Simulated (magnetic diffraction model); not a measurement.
# CrAs2S6: what an assumed order does to the neutron pattern

Space group P-1 (no. 2), a = 6.3170 Å, b = 8.4360 Å, c = 16.4420 Å, α = 90.20°, β = 98.28°, γ = 103.30°.

| site | atom | x | y | z |
| --- | --- | --- | --- | --- |
| 2i | As | 0.5906 | 0.6306 | 0.3480 |
| 2i | As | 0.0871 | 0.6261 | 0.8474 |
| 2i | As | 0.1698 | 0.8040 | 0.4384 |
| 2i | As | 0.6848 | 0.8050 | 0.9376 |
| 2i | Cr | 0.0559 | 0.1129 | 0.8080 |
| 2i | Cr | 0.5435 | 0.1123 | 0.3044 |
| 2i | S | 0.8822 | 0.6473 | 0.4216 |
| 2i | S | 0.3726 | 0.6439 | 0.9216 |
| 2i | S | 0.3694 | 0.6602 | 0.4247 |
| 2i | S | 0.8834 | 0.6580 | 0.9243 |
| 2i | S | 0.5078 | 0.4119 | 0.3061 |
| 2i | S | 0.9960 | 0.4212 | 0.8094 |
| 2i | S | 0.2279 | 0.8856 | 0.5436 |
| 2i | S | 0.7347 | 0.8823 | 0.0428 |
| 2i | S | 0.6205 | 0.7985 | 0.2808 |
| 2i | S | 0.1092 | 0.7907 | 0.7784 |
| 2i | S | 0.1922 | 0.9461 | 0.3535 |
| 2i | S | 0.6926 | 0.9456 | 0.8546 |

The compound is invented for this exercise: a known structure type with other elements, its cell scaled to their sizes and not relaxed.

Only Cr is taken to order (form factors of Cr2+); orders and moment sizes are assumed, and not adapted to the symmetry. Radiation: neutrons of λ = 2.36 Å, 5° to 30°; isotropic B of 0.72 Å² (As), 0.76 Å² (Cr) and 0.74 Å² (S). Simulated constant-wavelength pattern: nuclear and magnetic terms add, the magnetic one as |2.695 fm × Σ f S⊥ exp(2πi Q·r) exp(−B s²)|², summed over all Q at one angle with the factor 1/(sin²θ cos θ). For collinear order S is the moment m, which repeats by lattice and centring translations R with the sign exp(−2πi k·R). Free-ion form factors, Sears's scattering lengths of 1992, no absorption; a label names one of the reflections at its angle. The strongest nuclear line in the range is 100, and lines under 0.2 are left out.

Assume the order k = (1/2 0 1/2), collinear moments along [110], 3.25 μB on Cr; signs + at (0.0559, 0.1129, 0.8080), + at (0.9441, 0.8871, 0.1920), + at (0.5435, 0.1123, 0.3044), + at (0.4565, 0.8877, 0.6956).

Q: Where does magnetic intensity appear, and how strong is it?

| 2θ (°) | index | nuclear | magnetic |
| --- | --- | --- | --- |
| 12.46 | (1/2 0 1/2) | 0.0 | 84.0 |
| 15.47 | (1/2 0 -3/2) | 0.0 | 12.4 |
| 18.40 | (1/2 -1 1/2) | 0.0 | 9.2 |
| 21.09 | (-1/2 1 3/2) | 0.0 | 3.8 |
| 22.39 | (1 0 0) | 0.2 | 0.0 |
| 22.89 | (1/2 1 1/2) | 0.0 | 3.2 |
| 23.12 | (0 1 -2) | 100.0 | 0.0 |
| 24.03 | (0 1 2) | 56.4 | 0.0 |
| 24.25 | (1/2 1 -3/2) | 0.0 | 5.3 |
| 25.08 | (1 0 1) | 10.6 | 0.0 |
| 25.10 | (-1 1 1) | 12.1 | 0.0 |
| 25.20 | (1/2 0 5/2) | 0.0 | 28.7 |
| 28.30 | (1/2 -1 5/2) | 0.0 | 19.1 |
| 29.91 | (1/2 0 -7/2) | 0.0 | 1.8 |

The strongest magnetic line in the range is (1/2 0 1/2) at 12.46° (84.0). On top of the Lorentz factor, which all lines share, magnetic lines fade with angle because f falls: for Cr2+ it is 0.88, 0.62, 0.37 and 0.09 at sin θ/λ = 0.1, 0.2, 0.3 and 0.5 Å⁻¹, while nuclear lengths stay constant. The order has no net moment.
